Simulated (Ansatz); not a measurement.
Two G0W0 runs on InF3 (R-3c).

```
In F
1.0
     2.60214    1.50235    4.90751
    -2.60214    1.50235    4.90751
     0.00000   -3.00469    4.90751
In F
2 6
Direct
  0.50000 0.50000 0.50000
  0.00000 0.00000 0.00000
  0.39571 0.75000 0.10429
  0.75000 0.10429 0.39571
  0.89571 0.60429 0.25000
  0.25000 0.89571 0.60429
  0.60429 0.25000 0.89571
  0.10429 0.39571 0.75000
```

The cell and positions are those that the Materials Project relaxed with its own functionals (PBE, PBE+U or r2SCAN), kept fixed. PAW set soft_2, made with PBE.

The first (Ansatz 0.2.0; start LDA, 4×4×4 mesh, 911 empty bands, screening to 230 eV; 1 × NVIDIA H100 80GB HBM3 (shared by 6 runs) with 3 threads of AMD EPYC 7R13 (Zen 3), shared host) gave, on its mesh: starting gap 4.01 eV, G0W0 gap 7.42 eV, RPA ε∞ (mean) 2.41, 57 s.

Question: The second changes start from LDA to r2SCAN. What does it give?

It gave: starting gap 5.08 eV, G0W0 gap 7.99 eV, RPA ε∞ (mean) 2.16, 2 min. The G0W0 gap moves by +0.57 eV, +1.07 eV from the start and −0.50 eV from the correction. Σc changes by −0.52 eV at the valence top and +0.03 eV at the conduction bottom, and Σx − Vxc between them by −1.04 eV.

Limits: not at the basis limit; no spin-orbit coupling.

[Paths, hosts, dates, memory and timing lines, banners, echoed tables and standing remarks are left out of the program output.]

[Logs are printed without paths, hosts, clocks, repeated set-up lines and the standing remarks that a program may print on its own settings, such as how far it seeks lower states.]

[Runs of the session that timed out or met a known fault of the program may be left out.]

[Cells called generated may have been cut or substituted from an entry of the Crystallography Open Database or the Materials Project.]

[Hosts, paths, dates, database ids (printed as entryN), source tags and the programs' standing remarks are cut or masked in the printed files.]
